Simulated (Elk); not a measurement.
# Magnetic state of Cobalt from several starts, part 2 of 3

Wanted: the moments of Cobalt and the energy of each order that was tried.

Elk 11.2.3 (patched build); PBE; all-electron APW+lo, Dirac cores, scalar-relativistic bands.

So far, largest spin moment in the muffin-tin sphere (μB): step 2 (start 1: ferro ++) 1.72.

## 3. Order 2, typed as antiferro +-

Reversing part of the moments tests the sign of the couplings between them.

Contents of elk.in:

```
tasks
  0

xctype
  20

reducebf
  0.5

epsengy
  1e-05

maxscl
  100

rgkmax
  7.0

nempty
  12

swidth
  0.003

lmaxi
  3

spinpol
  .true.

sppath
  './'

avec
  4.73829928489 0.00000000000 0.00000000000
  -2.36914964244 4.10348755135 0.00000000000
  0.00000000000 0.00000000000 7.69099635461

atoms
  1
  'Co.in'
  2
  0.3333333333 0.6666666667 0.2500000000   0.000000 0.000000 -0.060000
  0.6666666667 0.3333333333 0.7500000000   0.000000 0.000000 0.060000

ngridk
  12 12 6
```

Started as:

```console
OMP_NUM_THREADS=2 elk
```

Numbers of over 12 decimals in the logs are rounded to 6 here.

The log of the run:

```text
Warning(gndstate): core states of species 1 leak from the muffin-tin :   0.6676827921E-03

--- INFO.OUT ---
┌─────────────────────────┐
│ Elk code version 11.2.3 │
└─────────────────────────┘

All units are atomic (Hartree, Bohr, etc.)

┌─────────────────────────────────────────────────┐
│ Ground-state run starting from atomic densities │
└─────────────────────────────────────────────────┘

Lattice vectors :
   4.738299285       0.000000000       0.000000000
  -2.369149642       4.103487551       0.000000000
   0.000000000       0.000000000       7.690996355

Species : 1 (Co)
 parameters loaded from : Co.in
 name : cobalt
 nuclear charge    :   -27.00000000
 electronic charge :    27.00000000
 atomic mass :    107428.6517
 muffin-tin radius :    2.334644196
 number of radial points in muffin-tin :    993
 inner part over the whole radius :   0.9921812145E-02
 number on inner part of muffin-tin    :    700
 approximate nuclear radius :   0.7243775530E-04
 number of mesh points to nuclear radius :    334
 atomic positions (lattice), magnetic fields (Cartesian) :
  1 :   0.33333333  0.16666667  0.25000000    0.00000000  0.00000000 -0.06000000
  2 :  -0.33333333 -0.16666667 -0.25000000    0.00000000  0.00000000  0.06000000

Total number of atoms per unit cell :    2
Total muffin-tin volume :    106.6057705
 ratio of muffin-tin to unit cell volume :   0.7128899609

Spin treatment :
 spin-polarised
 global magnetic field (Cartesian) :    0.000000000       0.000000000       0.000000000
 collinear magnetisation in z-direction

Number of Bravais lattice symmetries :   24
Number of crystal symmetries         :   24
Crystal has inversion symmetry
Real symmetric eigensolver will be used

k-point grid :     12    12     6
k-point offset :    0.000000000       0.000000000       0.000000000
k-point set is reduced with full crystal symmetry group
Total number of k-points :       76

Muffin-tin radius times maximum |G+k| :    7.000000000
 using average radius
Maximum |G+k| for APW functions       :    2.998315551
Maximum (1/2)|G+k|²                   :    4.494948072
Maximum |G| for potential and density :    12.00000000
Constant for pseudocharge density :    7
 order of it for each species :   14
 order of it for pair densities of each species (exact exchange by exxq0 0: 14) :   10
Radial integration step length :    1

G-vector grid sizes :     20    20    30
Number of G-vectors :     4331

Maximum angular momentum used for
 APW functions            :    8
 outer part of muffin-tin :    6
 inner part of muffin-tin :    3

Number of empty states         :     24
Total number of valence states :     80
Total number of core states    :     24

Third-order local-orbitals added for an l without core states : T
Total number of local-orbitals :     44

Exchange-correlation functional :     20     0     0
 Perdew-Burke-Ernzerhof, Phys. Rev. Lett. 77, 3865 (1996)
 gradient requirement :    1
 generalised gradient approximation (GGA)

Smearing type :    3
 Fermi-Dirac
Smearing width :   0.3000000000E-02
Effective electronic temperature (K) :    947.3250744

Mixing type :    3
 Broyden mixing, J. Phys. A: Math. Gen. 17, L317 (1984)

Kohn-Sham potential initialised from atomic data

┌──────────────────────────────┐
│ Self-consistent loop started │
└──────────────────────────────┘

┌─────────────────┐
│ Loop number : 1 │
└─────────────────┘

Energies :
 Fermi                       :     0.216379
 sum of occupied eigenvalues :     -1612.3808826050
 electron kinetic            :      2824.8671701329
 core electron kinetic       :      2558.1834095332
 Coulomb                     :     -5492.8941089131
 Coulomb potential           :     -4282.2170076904
 nuclear-nuclear             :     -499.77031406297
 electron-nuclear            :     -5724.5355837780
 Hartree                     :      731.41178892781
 Madelung                    :     -3351.7856050679
 xc potential                :     -154.81491727535
 xc effective B-field        :    -0.154703
 external B-field            :      0.000000
 exchange                    :     -116.55986964925
 correlation                 :     -2.549787
 electron entropic           :    -0.25328377841933E-02
 total energy                :     -2787.1391282963
 (external B-field energy excluded from total)

Density of states at Fermi energy :    82.10169685
 (states/Hartree/unit cell)

Estimated indirect band gap :   0.1303056507E-02
 from k-point 68 to k-point 63
Estimated direct band gap   :   0.8205649249E-02
 at k-point 18

Charges :
 core                        :    24.00000000
 valence                     :    30.00000000
 interstitial                :    1.809073710
 muffin-tins (core leakage)
  species : 1 (Co)
   atom 1                    :    26.09546314     (  0.6902775035E-03)
   atom 2                    :    26.09546314     (  0.6902775035E-03)
 total in muffin-tins        :    52.19092629
 total calculated charge     :    53.99708390
 total charge                :    54.00000000
 error                       :   0.2916100696E-02

Moments :
 interstitial                :  -0.1404409516E-11
 muffin-tins
  species : 1 (Co)
   atom 1                    :    1.915585165
   atom 2                    :   -1.915585165
 total in muffin-tins        :    0.000000000
 total moment                :  -0.1404409516E-11

[... earlier loops left out ...]

┌──────────────────┐
│ Loop number : 20 │
└──────────────────┘

Energies :
 Fermi                       :     0.301885
 sum of occupied eigenvalues :     -1607.1426524784
 electron kinetic            :      2828.0782881648
 core electron kinetic       :      2558.2828418421
 Coulomb                     :     -5495.6540891059
 Coulomb potential           :     -4280.2349625681
 nuclear-nuclear             :     -499.77031406297
 electron-nuclear            :     -5732.1441464710
 Hartree                     :      736.26037142807
 Madelung                    :     -3355.5366078218
 xc potential                :     -154.94385298458
 xc effective B-field        :    -0.42122553019521E-01
 external B-field            :      0.000000
 exchange                    :     -116.79723638098
 correlation                 :     -2.553964
 electron entropic           :    -0.41646537133677E-02
 total energy                :     -2786.9311660673
 (external B-field energy excluded from total)

Density of states at Fermi energy :    140.2209902
 (states/Hartree/unit cell)

Estimated indirect band gap :   0.1797903066E-03
 from k-point 66 to k-point 61
Estimated direct band gap   :   0.4635650794E-03
 at k-point 66

Charges :
 core                        :    24.00000000
 valence                     :    30.00000000
 interstitial                :    1.688617783
 muffin-tins (core leakage)
  species : 1 (Co)
   atom 1                    :    26.15569111     (  0.6676827921E-03)
   atom 2                    :    26.15569111     (  0.6676827921E-03)
 total in muffin-tins        :    52.31138222
 total calculated charge     :    53.99707418
 total charge                :    54.00000000
 error                       :   0.2925816721E-02

Moments :
 interstitial                :  -0.4388394609E-12
 muffin-tins
  species : 1 (Co)
   atom 1                    :    1.007430711
   atom 2                    :   -1.007430711
 total in muffin-tins        :    0.000000000
 total moment                :  -0.4388394609E-12

┌──────────────────────────────┐
│ Self-consistent loop stopped │
└──────────────────────────────┘

Warning : core states of species 1 leak from the muffin-tin :   0.6676827921E-03

Wrote STATE.OUT
```

Wall time 2.3 min (2 threads of Arm Neoverse V2, shared host); peak memory 0.16 GiB; 4.5 min of CPU time.

This step gave:

| Item | Value |
| --- | --- |
| density of states at the Fermi level | 5.153 states/eV/cell |
| moment between the spheres | 0 μB |
| magnetization | 0 μB |
| final state | antiferromagnetic |
| largest moment | 1.007 μB |

It lies 217 meV a seeded atom over the first start, and its largest moment is 1.01 μB against 1.72 μB.

## 4. Start 3: antiferro q=(0,1/2,0) +-+-

An opposed order shows whether the pairs that it reverses prefer unlike signs.

This order needs a doubled cell of 4 atoms. Its mesh is chosen so that both cells sample the same points.

Contents of elk.in:

```
tasks
  0

xctype
  20

reducebf
  0.5

epsengy
  1e-05

maxscl
  100

rgkmax
  7.0

nempty
  12

swidth
  0.003

lmaxi
  3

spinpol
  .true.

sppath
  './'

avec
  4.73829928489 0.00000000000 0.00000000000
  -4.73829928489 8.20697510271 0.00000000000
  0.00000000000 0.00000000000 7.69099635461

atoms
  1
  'Co.in'
  4
  0.3333333333 0.3333333334 0.2500000000   0.000000 0.000000 -0.060000
  0.3333333333 0.8333333333 0.2500000000   0.000000 0.000000 0.060000
  0.6666666667 0.1666666666 0.7500000000   0.000000 0.000000 -0.060000
  0.6666666667 0.6666666666 0.7500000000   0.000000 0.000000 0.060000

ngridk
  12 6 6
```

Started as:

```console
OMP_NUM_THREADS=2 elk
```

The log of the run:

```text
┌─────────────────────────┐
│ Elk code version 11.2.3 │
└─────────────────────────┘

All units are atomic (Hartree, Bohr, etc.)

┌─────────────────────────────────────────────────┐
│ Ground-state run starting from atomic densities │
└─────────────────────────────────────────────────┘

Lattice vectors :
   4.738299285       0.000000000       0.000000000
  -4.738299285       8.206975103       0.000000000
   0.000000000       0.000000000       7.690996355

Species : 1 (Co)
 muffin-tin radius :    2.334644196
[...]
Exchange-correlation functional :     20     0     0
 Perdew-Burke-Ernzerhof, Phys. Rev. Lett. 77, 3865 (1996)
 gradient requirement :    1
 generalised gradient approximation (GGA)

Smearing type :    3
 Fermi-Dirac
Smearing width :   0.3000000000E-02
Effective electronic temperature (K) :    947.3250744

Mixing type :    3
 Broyden mixing, J. Phys. A: Math. Gen. 17, L317 (1984)

Kohn-Sham potential initialised from atomic data

┌──────────────────────────────┐
│ Self-consistent loop started │
└──────────────────────────────┘

[... earlier loops left out ...]

┌──────────────────┐
│ Loop number : 14 │
└──────────────────┘

[key lines of the parts left out:]
total energy                :     -5573.8653124543
```

Run time: 10 min. Hardware: 2 threads; peak memory 0.27 GiB.

The run was cut off at its time limit.

It was cut off while still iterating. More time helps where the residual falls; where it has stalled, the mixing must change.

After 13 loops the RMS change of the potential stands at 3e-05 Ha, still falling.

## 5. Start 4: antiferro q=(0,0,1/2) +-+-

Reversing part of the moments tests the sign of the couplings between them.

The cell is doubled to 4 atoms to hold this order. Its mesh is chosen so that both cells sample the same points.

Contents of elk.in:

```
tasks
  0

xctype
  20

reducebf
  0.5

epsengy
  1e-05

maxscl
  100

rgkmax
  7.0

nempty
  12

swidth
  0.003

lmaxi
  3

spinpol
  .true.

sppath
  './'

avec
  4.73829928489 0.00000000000 0.00000000000
  -2.36914964244 4.10348755135 0.00000000000
  0.00000000000 0.00000000000 15.38199270923

atoms
  1
  'Co.in'
  4
  0.3333333333 0.6666666667 0.1250000000   0.000000 0.000000 -0.060000
  0.3333333333 0.6666666667 0.6250000000   0.000000 0.000000 0.060000
  0.6666666667 0.3333333333 0.3750000000   0.000000 0.000000 -0.060000
  0.6666666667 0.3333333333 0.8750000000   0.000000 0.000000 0.060000

ngridk
  12 12 3
```

Started as:

```console
OMP_NUM_THREADS=2 elk
```

The log of the run:

```text
Warning(gndstate): core states of species 1 leak from the muffin-tin :   0.6688215151E-03

--- INFO.OUT ---
┌─────────────────────────┐
│ Elk code version 11.2.3 │
└─────────────────────────┘

All units are atomic (Hartree, Bohr, etc.)

┌─────────────────────────────────────────────────┐
│ Ground-state run starting from atomic densities │
└─────────────────────────────────────────────────┘

Lattice vectors :
   4.738299285       0.000000000       0.000000000
  -2.369149642       4.103487551       0.000000000
[...]
error                       :   0.5532096273E-02

Moments :
 interstitial                :  -0.9027199549E-17
 muffin-tins
  species : 1 (Co)
   atom 1                    :    1.511126723
   atom 2                    :   -1.511126723
   atom 3                    :    1.511126723
   atom 4                    :   -1.511126723
 total in muffin-tins        :    0.000000000
 total moment                :  -0.9027199549E-17

┌──────────────────────────────┐
│ Self-consistent loop stopped │
└──────────────────────────────┘

Warning : core states of species 1 leak from the muffin-tin :   0.6688215151E-03

Wrote STATE.OUT

[key lines of the parts left out:]
total energy                :     -5573.8768654686
```

Wall time 7.5 min (2 threads); peak memory 0.31 GiB; 15 min of CPU time.

This step gave:

```
density of states at the Fermi level : 4.784 states/eV/cell
moment between the spheres           : 0 μB
magnetization                        : 0 μB
final state                          : antiferromagnetic
largest moment                       : 1.511 μB
```

It lies 118 meV a seeded atom over the first start, and its largest moment is 1.51 μB against 1.72 μB.

## 6. Start 5: no spin polarisation

A run without seeds gives the energy of the state without moments.

Contents of elk.in:

```
tasks
  0

xctype
  20

epsengy
  1e-05

maxscl
  100

rgkmax
  7.0

nempty
  12

swidth
  0.003

lmaxi
  3

sppath
  './'

avec
  4.73829928489 0.00000000000 0.00000000000
  -2.36914964244 4.10348755135 0.00000000000
  0.00000000000 0.00000000000 7.69099635461

atoms
  1
  'Co.in'
  2
  0.3333333333 0.6666666667 0.2500000000   0.000000 0.000000 0.000000
  0.6666666667 0.3333333333 0.7500000000   0.000000 0.000000 0.000000

ngridk
  12 12 6
```

Started as:

```console
OMP_NUM_THREADS=2 elk
```

The log of the run:

```text
Warning(gndstate): core states of species 1 leak from the muffin-tin :   0.6667563392E-03

--- INFO.OUT ---
┌─────────────────────────┐
│ Elk code version 11.2.3 │
└─────────────────────────┘

All units are atomic (Hartree, Bohr, etc.)

┌─────────────────────────────────────────────────┐
│ Ground-state run starting from atomic densities │
└─────────────────────────────────────────────────┘

Lattice vectors :
   4.738299285       0.000000000       0.000000000
  -2.369149642       4.103487551       0.000000000
[...]
interstitial                :    1.683808252
 muffin-tins (core leakage)
  species : 1 (Co)
   atom 1                    :    26.15809587     (  0.6667563392E-03)
   atom 2                    :    26.15809587     (  0.6667563392E-03)
 total in muffin-tins        :    52.31619175
 total calculated charge     :    53.99703357
 total charge                :    54.00000000
 error                       :   0.2966426189E-02

┌──────────────────────────────┐
│ Self-consistent loop stopped │
└──────────────────────────────┘

Warning : core states of species 1 leak from the muffin-tin :   0.6667563392E-03

Wrote STATE.OUT

[key lines of the parts left out:]
total energy                :     -2786.9304056970
```

Elapsed: 14 s, on 2 threads; peak memory 0.06 GiB; 28 s of CPU time.

Read from the output:

| Property | Result |
| --- | --- |
| density of states at the Fermi level | 6.087 states/eV/cell |
| final state | non-magnetic (no spin polarisation) |

It lies 227 meV a seeded atom over the first start.

## 7. A faulty input

An input with a fault is tried, to see how the program answers.

Contents of elk.in:

```
tasks
  0

xctype
  20

reducebf
  0.5

epsengy
  1e-05

maxscl
  50

rgkmax
  high

nempty
  12

swidth
  0.003

lmaxi
  3

spinpol
  .true.

sppath
  './'

avec
  4.73829928489 0.00000000000 0.00000000000
  -2.36914964244 4.10348755135 0.00000000000
  0.00000000000 0.00000000000 7.69099635461

atoms
  1
  'Co.in'
  2
  0.3333333333 0.6666666667 0.2500000000   0.000000 0.000000 -0.060000
  0.6666666667 0.3333333333 0.7500000000   0.000000 0.000000 -0.060000

ngridk
  12 12 6
```

Started as:

```console
OMP_NUM_THREADS=2 elk
```

The log of the run:

```text
┌─────────────────────────────────┐
│ Elk code version 11.2.3 started │
└─────────────────────────────────┘

Error(readinput): error reading from elk.in
Problem occurred in 'rgkmax' block
Check input convention in manual
```

It took 0.01 s on 2 threads; peak memory 0.05 GiB.

The program refused the input before any cycle.

The program's message: “Error(readinput): error reading from elk.in”

The fault put into the input: a word for a number.

The value must be typed in digits.

## 8. Energies of the orders

These are free energies at a smearing of 0.0816 eV, so its entropy term is in the differences. They are divided by the number of seeded atoms, so that cells of unlike size compare. Wavevectors q in the names are fractions of the reciprocal vectors of the first run's cell.

Orders:

| start | final state | typed order kept | energy over the lowest (meV a seeded atom) | largest sphere moment (μB) | net moment (μB a primitive cell) | DOS at the Fermi level (states/eV a primitive cell) | mesh matched | CPU time (s) |
| --- | --- | --- | --- | --- | --- | --- | --- | --- |
| ferro ++ | ferromagnetic | yes | 0 | 1.717 | 3.334 | 1.97 | yes | 233.6 |
| antiferro +- | antiferromagnetic | yes | 216.6 | 1.007 | 0 | 5.153 | yes | 272.3 |
| antiferro q=(0,0,1/2) +-+- | antiferromagnetic | yes | 117.7 | 1.511 | 0 | 2.392 | yes | 891.1 |
| no spin polarisation | non-magnetic | - | 227 | 0 | 0 | 6.087 | yes | 27.82 |

(Continued in part 3 of 3.)

[Logs and program files are shortened in this print: banners, set-up blocks, solver, clock and traceback lines can be left out without a mark of their own.]

[Logs are printed without paths, hosts, clocks, repeated set-up lines and the standing remarks that a program may print on its own settings, such as how far it seeks lower states.]

[Hosts, paths, dates, database ids (printed as entryN), source tags and the programs' standing remarks are cut or masked in the printed files.]

[Where a cell is said to come from a database of computed structures, the database is the Materials Project.]
